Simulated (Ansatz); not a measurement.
**Ta2N(OH)2 MXene monolayer in a perpendicular field**

What dipole does a perpendicular field induce in the Ta2N(OH)2 MXene monolayer? A positive field points along +c.

Calculated with Ansatz 0.2.0; plane-wave DFT, PBE-D3(BJ), Ansatz PAW (set soft_1); PAW set soft_1.

**1. Starting point**

The cell holds 7 atoms: 2 H, 2 O, 2 Ta and 1 N. Its edges and angles: a = 3.155 Å, b = 3.155 Å, c = 44.782 Å, α = 90.0°, β = 90.0°, γ = 120.0°. Vacuum lies along c.

**2. Relaxation**

The starting cell is a guess, so the in-plane lattice and the atoms are relaxed first, with the slab cut off from its images along the normal.

File input.yaml:

```yaml
crystal:
  lattice:
    - [3.15458, 0.0, 0.0]
    - [-1.57729, 2.7319464183, 0.0]
    - [0.0, 0.0, 44.781688773]
  atoms:
    - { symbol: H, position: [0.3333333333, 0.6666666667, 0.4231640324] }
    - { symbol: O, position: [0.3333333333, 0.6666666667, 0.4450479771] }
    - { symbol: Ta, position: [0.6666666667, 0.3333333333, 0.4722048619], spin: 1.0 }
    - { symbol: "N", position: [0.0, 0.0, 0.5] }
    - { symbol: Ta, position: [0.3333333333, 0.6666666667, 0.5277951381], spin: 1.0 }
    - { symbol: O, position: [0.6666666667, 0.3333333333, 0.5549520229] }
    - { symbol: H, position: [0.6666666667, 0.3333333333, 0.5768359676] }
  periodic: [true, true, false]
magnetization:
  spin_polarized: true
kpoints:
  mp_grid: { grid: [12, 12, 1] }
hamiltonian:
  xc: pbe
  dispersion: d3bj
  pseudopotentials: { kind: paw, azcp: { folder: soft_1 } }
scf:
  occupations: { method: fermi_dirac, width: 0.05 }
  convergence: { dr2_threshold: 1.0e-09 }
relax:
  f_tol: 0.004
  max_steps: 90
  cell: {}
output:
  write_potential: true
  write_density: true
  volumetric_format: npy
```

The run is started by

```bash
$ ansatz run input.yaml --threads 2 --pin off --max-ram 3072MiB --backend cpu --events-out ev --progress --plain --runs-dir out
```

What it wrote:

```text
Warning: relax.cell: scf.convergence.dr2_threshold = 1e-9 eV is looser than the 2.45621433113e-10 eV advised for a relaxation that steers and ends on the stress (1e-10 eV for each atom of the cell: 7, times the square of relax.cell.stress_2d_tol = 0.05 N/m over 16.9 Å (the atoms' height at the walk's start and 5 Å past either face), 2.962e-2 GPa, over a crystal's default 0.05). What an SCF threshold leaves in a stress goes as its square root, and in the free energy as the threshold itself, and one threshold admits the most on a small cell: [figures from the program's tests cut] Set scf.convergence.dr2_threshold to 2.45621433113e-10 eV or tighter. [rest of the remark cut]
Engine: ansatz 0.2.0, aarch64-unknown-linux-gnu
Pseudopotentials: kind: paw
Pseudopotential: H, paw, valence charge 1, recommended cutoff 420 eV (normal), soft_1/H.paw.azcp
Pseudopotential: O, paw, valence charge 6, recommended cutoff 420 eV (normal), soft_1/O.paw.azcp
Pseudopotential: Ta, paw, valence charge 13, recommended cutoff 420 eV (normal), soft_1/Ta.paw.azcp
Pseudopotential: N, paw, valence charge 5, recommended cutoff 420 eV (normal), soft_1/N.paw.azcp
Functional definition: PBE
  parameter kappa = 0.804
  parameter beta = 0.066725
  exchange = pbe_x(kappa = kappa, mu = beta*pi^2/3)
  correlation = pbe_c(beta = beta)
Crystal: 7 atoms, lattice volume = 385.935 Å³
Basis set: ecut = 420 eV, 7457 PW (Γ), exchange–correlation on 48×48×600 points (8 copies of the dense FFT grid, shifted against one another)
Bands: 31, of which v1, the nominal top of the filled ones, is band 23 counted from 1 (22 counted from 0)
Symmetry: 12 space group operations
Space group: P-3m1 (ITA 164), of the structure as read, at distance tolerance 7.3e-5 Å
Magnetic group: BNS 164.85 (UNI 1315), of the structure as read, at distance tolerance 7.3e-5 Å
k-points: 19 of 144
Non-local potential: H, projectors of the file, l = 0: 2, l = 1: 1
Non-local potential: O, projectors of the file, l = 0: 2, l = 1: 2, l = 2: 1
Non-local potential: Ta, projectors of the file, l = 0: 3, l = 1: 2, l = 2: 2, l = 3: 1
Non-local potential: N, projectors of the file, l = 0: 2, l = 1: 2, l = 2: 1
PAW form: soft (Blöchl's): semilocal exchange-correlation on the pseudo side does not see the compensation charge
PAW one-centre angular grid: H, 110 points (default); XC on 64 Gauss nodes
PAW one-centre angular grid: O, 110 points (default); XC on 64 Gauss nodes
PAW one-centre angular grid: Ta, 590 points (default); XC on 64 Gauss nodes
PAW one-centre angular grid: N, 110 points (default); XC on 64 Gauss nodes
Initial density: superposition of atomic densities (neutral atoms: chi_scale 0, normalization atom)
Starting moments: Σ|m| = 2 μB on 2 of 7 sites
Initial wavefunctions: pseudopotential atomic-orbital guess
Functional: x = pbe(κ = 0.804, μ = 0.219515), c = pbe(β = 0.066725)
SCF iter   1: F=—  HF=-21424.539194 eV  |F-HF|=—  |Δ(HF+E_count)|=         —  Δρ=3.25e-2 (↑3.25e-2 ↓3.05e-2)  dr2=2.26e1  dr2_m=9.02e-2  M=1.051 μB ∫|m|=1.074 μB  β_m=0.30  ethr=3.10e-3  ⟨swp⟩=18.1  Hψ=9393  notcnv=0  defer=2
Mixer restart at iter 1: flushing history
preconditioner: auto → LDOS  [metal: Δε(μ)=0.034 eV  Ē_g=11.450 eV  σ=0.050 eV  W_gap=0.17  n_scr=26 (ndim 8)  ℏωp=9.5 eV  f_vac=0.788  D(μ)=2.78/eV (n_scr^D=16)]
spin=Collinear: LDOS preconditioning applied to the charge; magnetization (m = ρ↑ − ρ↓) channel mixes plain (no charge-response kernel on spin).
SCF iter   2: F=—  HF=-21421.484510 eV  |F-HF|=—  |Δ(HF+E_count)|=    3.05e0  Δρ=2.11e-2 (↑2.11e-2 ↓1.96e-2)  dr2=1.08e1  dr2_m=5.22e-2  M=0.964 μB ∫|m|=0.994 μB  β_m=0.53  ethr=3.10e-3  ⟨swp⟩=4.1  Hψ=2859  notcnv=0  defer=40
SCF iter   3: F=—  HF=-21419.644624 eV  |F-HF|=—  |Δ(HF+E_count)|=    1.84e0  Δρ=7.72e-3 (↑7.72e-3 ↓5.89e-3)  dr2=2.76e0  dr2_m=1.67e-2  M=0.587 μB ∫|m|=0.626 μB  β_m=0.58  ethr=3.10e-3  ⟨swp⟩=7.0  Hψ=3974  notcnv=0  defer=53
SCF iter   4: F=—  HF=-21419.487809 eV  |F-HF|=—  |Δ(HF+E_count)|=   1.57e-1  Δρ=3.73e-3 (↑3.73e-3 ↓2.47e-3)  dr2=5.94e-1  dr2_m=7.52e-3  M=0.554 μB ∫|m|=0.581 μB  β_m=0.76  ethr=3.10e-3  ⟨swp⟩=4.2  Hψ=2210  notcnv=0  defer=49
SCF iter   5: F=—  HF=-21419.500152 eV  |F-HF|=—  |Δ(HF+E_count)|=   1.23e-2  Δρ=1.25e-3 (↑1.25e-3 ↓8.18e-4)  dr2=5.11e-2  dr2_m=2.72e-3  M=0.406 μB ∫|m|=0.427 μB  β_m=0.88  ethr=1.32e-3  ⟨swp⟩=5.2  Hψ=2800  notcnv=0  defer=43
SCF iter   6: F=—  HF=-21419.518788 eV  |F-HF|=—  |Δ(HF+E_count)|=         —  Δρ=1.06e-3 (↑1.06e-3 ↓9.90e-4)  dr2=4.63e-3  dr2_m=3.60e-3  M=0.150 μB ∫|m|=0.167 μB  β_m=0.88  ethr=1.14e-4  ⟨swp⟩=4.7  Hψ=2611  notcnv=0  defer=40
SCF iter   7: F=—  HF=-21419.520157 eV  |F-HF|=—  |Δ(HF+E_count)|=   1.37e-3  Δρ=4.25e-4 (↑4.25e-4 ↓4.20e-4)  dr2=9.53e-4  dr2_m=6.03e-4  M=0.073 μB ∫|m|=0.082 μB  β_m=0.94  ethr=1.03e-5  ⟨swp⟩=3.3  Hψ=2612  notcnv=0  defer=40
SCF iter   8: F=—  HF=-21419.520990 eV  |F-HF|=—  |Δ(HF+E_count)|=   8.33e-4  Δρ=1.17e-4 (↑1.17e-4 ↓1.14e-4)  dr2=7.00e-5  dr2_m=3.92e-5  M=0.017 μB ∫|m|=0.019 μB  β_m=0.97  ethr=2.12e-6  ⟨swp⟩=3.2  Hψ=2594  notcnv=0  defer=40
SCF iter   9: F=—  HF=-21419.521062 eV  |F-HF|=—  |Δ(HF+E_count)|=   7.12e-5  Δρ=3.74e-5 (↑3.29e-5 ↓3.74e-5)  dr2=1.66e-5  dr2_m=2.07e-6  M=0.001 μB ∫|m|=0.003 μB  β_m=0.91  ethr=1.56e-7  ⟨swp⟩=4.0  Hψ=2870  notcnv=0  defer=40
SCF iter  10: F=—  HF=-21419.521064 eV  |F-HF|=—  |Δ(HF+E_count)|=   2.03e-6  Δρ=1.24e-5 (↑1.24e-5 ↓1.22e-5)  dr2=6.20e-6  dr2_m=3.38e-7  M=-0.001 μB ∫|m|=0.001 μB  β_m=0.90  ethr=3.70e-8  ⟨swp⟩=3.3  Hψ=2407  notcnv=0  defer=40
SCF iter  11: F=—  HF=-21419.521063 eV  |F-HF|=—  |Δ(HF+E_count)|=   7.67e-8  Δρ=5.60e-6 (↑5.60e-6 ↓5.51e-6)  dr2=2.80e-7  dr2_m=3.93e-8  M=0.000 μB ∫|m|=0.001 μB  β_m=0.83  ethr=1.38e-8  ⟨swp⟩=3.6  Hψ=2529  notcnv=0  defer=40
SCF iter  12: F=—  HF=-21419.521064 eV  |F-HF|=—  |Δ(HF+E_count)|=   1.34e-7  Δρ=2.03e-6 (↑1.88e-6 ↓2.03e-6)  dr2=3.34e-8  dr2_m=3.88e-9  M=0.000 μB ∫|m|=0.000 μB  β_m=0.79  ethr=6.21e-10  ⟨swp⟩=3.8  Hψ=2812  notcnv=0  defer=40
SCF iter  13: F=—  HF=-21419.521064 eV  |F-HF|=—  |Δ(HF+E_count)|=   1.62e-8  Δρ=8.15e-7 (↑8.15e-7 ↓5.92e-7)  dr2=3.20e-9  dr2_m=1.35e-9  M=0.000 μB ∫|m|=0.000 μB  β_m=0.90  ethr=7.43e-11  ⟨swp⟩=2.9  Hψ=2249  notcnv=0  defer=40
SCF iter  14: F=—  HF=-21419.521064 eV  |F-HF|=—  |Δ(HF+E_count)|=   9.89e-9  Δρ=2.11e-7 (↑2.06e-7 ↓2.11e-7)  dr2=8.12e-10  dr2_m=1.04e-10  M=0.000 μB ∫|m|=0.000 μB  β_m=0.95  ethr=7.12e-12  ⟨swp⟩=4.0  Hψ=2864  notcnv=0  defer=40
[...]
relax step  11: F+E_penalty+E_count = -21420.23222451 eV  Δ(F+E_penalty+E_count) = +9.963e-5 eV  max|allowed force component| = 1.731e-2 eV/Å  Δτ_max = 0.0006 Å  P = +0.001 N/m  Ω = 407.734 Å³  energy of the carried Pulay correction = -4.441e-4 eV  fix = [c, alpha, beta]  (7 SCF iters, rejected (line search))
relax step  12: F+E_penalty+E_count = -21420.23228223 eV  Δ(F+E_penalty+E_count) = +4.191e-5 eV  max|allowed force component| = 9.964e-4 eV/Å  Δτ_max = 0.0002 Å  P = +0.021 N/m  Ω = 407.614 Å³  energy of the carried Pulay correction = -3.930e-4 eV  fix = [c, alpha, beta]  reactions: c +0.000 N/m  (6 SCF iters, accepted)
iter 1 solved again at ethr=1.56e-7 eV; its pass at ethr=3.10e-3 eV (dr2=7.03e-5 eV) is discarded
SCF iter   1: F=—  HF=-21420.231949 eV  |F-HF|=—  |Δ(HF+E_count)|=         —  Δρ=1.34e-5 (↑1.34e-5 ↓1.34e-5)  dr2=7.28e-7  dr2_m=3.02e-12  M=0.000 μB ∫|m|=0.000 μB  β_m=0.65  ethr=1.56e-7  ⟨swp⟩=7.5  Hψ=15466  notcnv=0
preconditioner: auto → LDOS  [metal: Δε(μ)=0.065 eV  Ē_g=9.869 eV  σ=0.050 eV  W_gap=0.32  n_scr=22 (ndim 8)  ℏωp=9.2 eV  f_vac=0.787  D(μ)=2.22/eV (n_scr^D=14)]
spin=Collinear: LDOS preconditioning applied to the charge; magnetization (m = ρ↑ − ρ↓) channel mixes plain (no charge-response kernel on spin).
SCF iter   2: F=—  HF=-21420.232487 eV  |F-HF|=—  |Δ(HF+E_count)|=   5.37e-4  Δρ=4.65e-6 (↑4.65e-6 ↓4.65e-6)  dr2=7.01e-8  dr2_m=7.61e-13  M=0.000 μB ∫|m|=0.000 μB  β_m=0.44  ethr=1.62e-9  ⟨swp⟩=4.4  Hψ=2800  notcnv=0
SCF iter   3: F=—  HF=-21420.232569 eV  |F-HF|=—  |Δ(HF+E_count)|=   8.24e-5  Δρ=3.37e-6 (↑3.37e-6 ↓3.37e-6)  dr2=5.19e-8  dr2_m=3.79e-13  M=0.000 μB ∫|m|=0.000 μB  β_m=0.72  ethr=1.56e-10  ⟨swp⟩=4.1  Hψ=2086  notcnv=0
SCF iter   4: F=—  HF=-21420.232684 eV  |F-HF|=—  |Δ(HF+E_count)|=   1.15e-4  Δρ=8.54e-7 (↑8.54e-7 ↓8.51e-7)  dr2=1.46e-8  dr2_m=1.56e-13  M=0.000 μB ∫|m|=0.000 μB  β_m=0.75  ethr=1.15e-10  ⟨swp⟩=3.2  Hψ=1602  notcnv=0
SCF iter   5: F=—  HF=-21420.232691 eV  |F-HF|=—  |Δ(HF+E_count)|=   6.96e-6  Δρ=4.91e-7 (↑4.91e-7 ↓4.91e-7)  dr2=5.34e-9  dr2_m=3.61e-14  M=0.000 μB ∫|m|=0.000 μB  β_m=0.88  ethr=3.25e-11  ⟨swp⟩=3.0  Hψ=1723  notcnv=0
SCF iter   6: F=—  HF=-21420.232697 eV  |F-HF|=—  |Δ(HF+E_count)|=   5.97e-6  Δρ=1.16e-7 (↑1.16e-7 ↓1.16e-7)  dr2=1.76e-9  dr2_m=4.01e-14  M=0.000 μB ∫|m|=0.000 μB  β_m=0.87  ethr=1.19e-11  ⟨swp⟩=3.0  Hψ=1855  notcnv=0
SCF iter   7: F=-21420.232697 eV  HF=-21420.232697 eV  |F-HF|=1.53e-9  |Δ(HF+E_count)|=   4.57e-8  Δρ=6.54e-8 (↑6.41e-8 ↓6.54e-8)  dr2=4.96e-10  dr2_m=6.29e-15  M=0.000 μB ∫|m|=0.000 μB  ethr=2.22e-12  ⟨swp⟩=18.4  Hψ=9091  notcnv=0
the starting moments were not kept: the SCF closed with an absolute magnetisation of 3.6e-7 μB, where they sum to 2 μB in size (2 sites). That is at most 0.1 of that sum. Measured as dr2_m measures the in/out step, that magnetisation stands 5.1e-15 eV from none, at or under the dr2_threshold of 1.0e-9 eV: it is no larger than a step whose dr2_m would equal this threshold.
SCF 13 converged in 7 iterations: F = -21420.232697 eV  dr2 = 4.96e-10
relax step  13: F+E_penalty+E_count = -21420.23269747 eV  Δ(F+E_penalty+E_count) = -4.152e-4 eV  max|allowed force component| = 1.015e-3 eV/Å  Δτ_max = 0.0000 Å  P = +0.024 N/m  Ω = 407.614 Å³  fix = [c, alpha, beta]  reactions: c +0.000 N/m  stress off target by 2.38e-2 N/m on what of the cell is left free  SCF on the basis re-selected at this cell (its energy is not comparable with the rows above)  (7 SCF iters)
basis re-selected at this cell: Δ(F+E_penalty+E_count) = -4.152e-4 eV, ΔP = +0.003 N/m vs the last step (what re-selecting the basis moved, of the pressure what is left beyond the Pulay correction that the steps carried, after the strain that the cell walked since its last selection, with what the two solves' SCF thresholds leave and, on support functions, any second-order correction that the steps lacked; it is no m [...]
WARN: The output density's exchange-correlation potential varies sharply where the density is thin. Do not read a vacuum level from v_tot or v_xc, or from such a field of the output density. On a cell that repeats whose density bears no net charge and no dipole along the vacuum's axis use v_es (v_loc + v_h of the components); under efield.dipole_correction with no amplitude use v_es + v_field, which holds any externa [...]
SCF converged after 7 iterations
Magnetization: 0.0000 μB (22.5000 up, 22.5000 down)
Absolute magnetization: 0.0000 μB (∫|ρ↑−ρ↓|, with the PAW one-centre terms)
Spin contamination: 0.0000 ħ² per cell (⟨S²⟩ above its minimum at these occupations)
Per-site moments (μB) at R_I (Å): [(4.349990e-9, 0.405575), (5.145182e-9, 0.405575), (4.228327e-9, 0.883804), (6.506377e-9, 0.883804), (4.228327e-9, 0.883804), (5.145182e-9, 0.405575), (4.349990e-9, 0.405575)]
Free energy (F): -21420.232697 eV
Harris-Foulkes:  -21420.232697 eV  (|F-HF|=1.53e-9)
Internal energy: -21420.214432 eV  (E = F + TS)
E sigma→0 (E₀):  -21420.223565 eV
Entropy (-TS):   -0.018266 eV (-2.609 meV/atom)
Fermi energy:    -2.773524 eV
--- Per-component energies (eV) ---
  E_band       = -1112.147714
  E_kinetic    = 1287.018910
  E_local      = -188928.669191  (includes V_loc(G=0)·N_el)
  E_nonlocal   = 119.700532
  E_hartree    = 93736.917520
  E_xc         = -862.927868
  E_vxc        = -748.479297  (∫ρ·V_xc dr)
  E_paw        = -17065.112481  (= ΣΔE_a)
  E_vpaw       = -315.549410  (= ΣTr[D̂ρ^β])
  E_aug_tail   = 0.000728  (compensation charges beyond the density's cutoff)
  E_ewald      = 90294.121224
  E_disp       = -1.263806  (pairwise vdW)
  E_smearing   = -0.018266  (= −TS)
  E_closure    = -0.000000  (closes the sum)
  Σ components = -21420.232697   (vs F -21420.232697, Δ=0.00e0)
--- Forces (eV/Å), atoms counted from 1 ---
  atom   1  H      0.00000000     0.00000000     0.00057208
  atom   2  O     -0.00000000     0.00000000     0.00026762
  atom   3  Ta    -0.00000000    -0.00000000     0.00101517
  atom   4  N      0.00000000     0.00000000     0.00000000
  atom   5  Ta    -0.00000000     0.00000000    -0.00101517
  atom   6  O      0.00000000    -0.00000000    -0.00026762
  atom   7  H      0.00000000    -0.00000000    -0.00057208
  max |Σ_I F_I| component: 2.89e-19 eV/Å
--- 2D stress c σ (N/m, compression-positive) ---
        0.023794       0.000000       0.000000
       -0.000000       0.023794      -0.000000
        0.000000      -0.000000       0.000000
  P = ½ c Tr σ = 0.0238 N/m
--- Band table (eV; the first three rows and the last of 38) ---
  k-point 0 ↑: bands = [... 19 lower, -8.2138, -5.0071, -5.0071, -3.6214, -3.1431, -3.0256, -2.6485, -1.0171, ... 4 higher]
  k-point 1 ↑: bands = [... 19 lower, -8.3246, -5.1973, -4.8292, -3.4362, -3.0091, -2.9710, -2.4645, -1.1812, ... 4 higher]
  k-point 2 ↑: bands = [... 19 lower, -8.5557, -5.6303, -4.3622, -3.3276, -2.8031, -2.6045, -1.9009, -1.2926, ... 4 higher]
  k-point 18 ↓: bands = [... 19 lower, -9.3332, -4.3255, -4.3255, -3.7755, -0.8428, -0.8428, -0.2464, 0.8016, ... 4 higher]
  the weakly bound empty levels are not read free of the cell's end (no_gap_told)
--- Relaxed structure (11 steps of the walk, 9 accepted, 2 SCFs on fresh bases) ---
  F+E_penalty+E_count = -21420.23269747 eV   max|allowed force component| = 1.015e-3 eV/Å   (the final SCF, on the basis selected at the relaxed cell)
  cell:  # Å, volume = 407.6140 Å³
    - [3.241970, 0, 0]
    - [-1.620985, 2.807629, 0]
    - [0, 0, 44.781688773]
  atoms:
    - { symbol: H, position: [0.333333, 0.666667, 0.425885] }
    - { symbol: O, position: [0.333333, 0.666667, 0.447841] }
    - { symbol: Ta, position: [0.666667, 0.333333, 0.476717] }
    - { symbol: N, position: [0, 0, 0.500000] }
    - { symbol: Ta, position: [0.333333, 0.666667, 0.523283] }
    - { symbol: O, position: [0.666667, 0.333333, 0.552159] }
    - { symbol: H, position: [0.666667, 0.333333, 0.574115] }
```

Elapsed: 4.2 min, on 2 threads of Arm Neoverse V1, shared host; peak memory 0.87 GiB.

The steps of the relaxation:

| step | energy less that of the first step (eV) | largest force component (eV/Å) | volume (Å³) |
| --- | --- | --- | --- |
| 1 | 0.0000 | 2.9580 | 385.93 |
| 2 | -0.4514 | 0.6799 | 372.12 |
| 3 | -0.4172 | 3.1663 | 391.95 |
| 4 | -0.5927 | 0.3474 | 385.70 |
| 5 | -0.6893 | 0.3542 | 401.51 |
| 6 | -0.6973 | 0.1806 | 406.59 |
| 7 | -0.6988 | 0.0939 | 406.63 |
| 8 | -0.6989 | 0.0038 | 406.68 |
| 9* | -0.7114 | 0.0017 | 406.68 |
| 10 | -0.7113 | 0.0026 | 407.50 |
| 11 | -0.7112 | 0.0173 | 407.73 |
| 12 | -0.7112 | 0.0010 | 407.61 |
| 13* | -0.7116 | 0.0010 | 407.61 |

Relaxation steps marked * repeat the geometry before them on a plane-wave basis chosen anew for their cell, so energy and pressure can jump there. Relaxation steps 3, 11 were tried and not accepted.

The run keeps the 12 symmetry operations that the program found, so distortions that break them were not tested.

| cell as run | before | after | change |
| --- | --- | --- | --- |
| a (Å) | 3.155 | 3.242 | +2.8 % |
| b (Å) | 3.155 | 3.242 | +2.8 % |

The atoms that moved most (Å, along periodic axes as changes of fractional coordinates times the final cell, across vacuum about the mean position):

| atom | dx | dy | dz | length |
| --- | --- | --- | --- | --- |
| Ta5 | 0.000 | 0.000 | -0.202 | 0.202 |
| Ta3 | 0.000 | 0.000 | 0.202 | 0.202 |
| O6 | 0.000 | 0.000 | -0.125 | 0.125 |
| O2 | 0.000 | 0.000 | 0.125 | 0.125 |
| H7 | 0.000 | 0.000 | -0.122 | 0.122 |
| H1 | 0.000 | 0.000 | 0.122 | 0.122 |

Read from the output:

```
energy at zero smearing : -21420.2236 eV
```

The lattice constant a goes from 3.155 to 3.242 Å.

(Continued in part 2 of 2.)

[Long decimals in the printed logs are rounded to 6 places.]

[Logs are printed without paths, hosts, clocks, repeated set-up lines and the standing remarks that a program may print on its own settings, such as how far it seeks lower states.]

[Hosts, paths, dates, database ids (printed as entryN), source tags and the programs' standing remarks are cut or masked in the printed files.]

[Maps of the electrostatic potential energy from Ansatz leave out the sawtooth potential of an applied field or a dipole correction, so their vacuum need not be flat; planar profiles and work functions include it.]
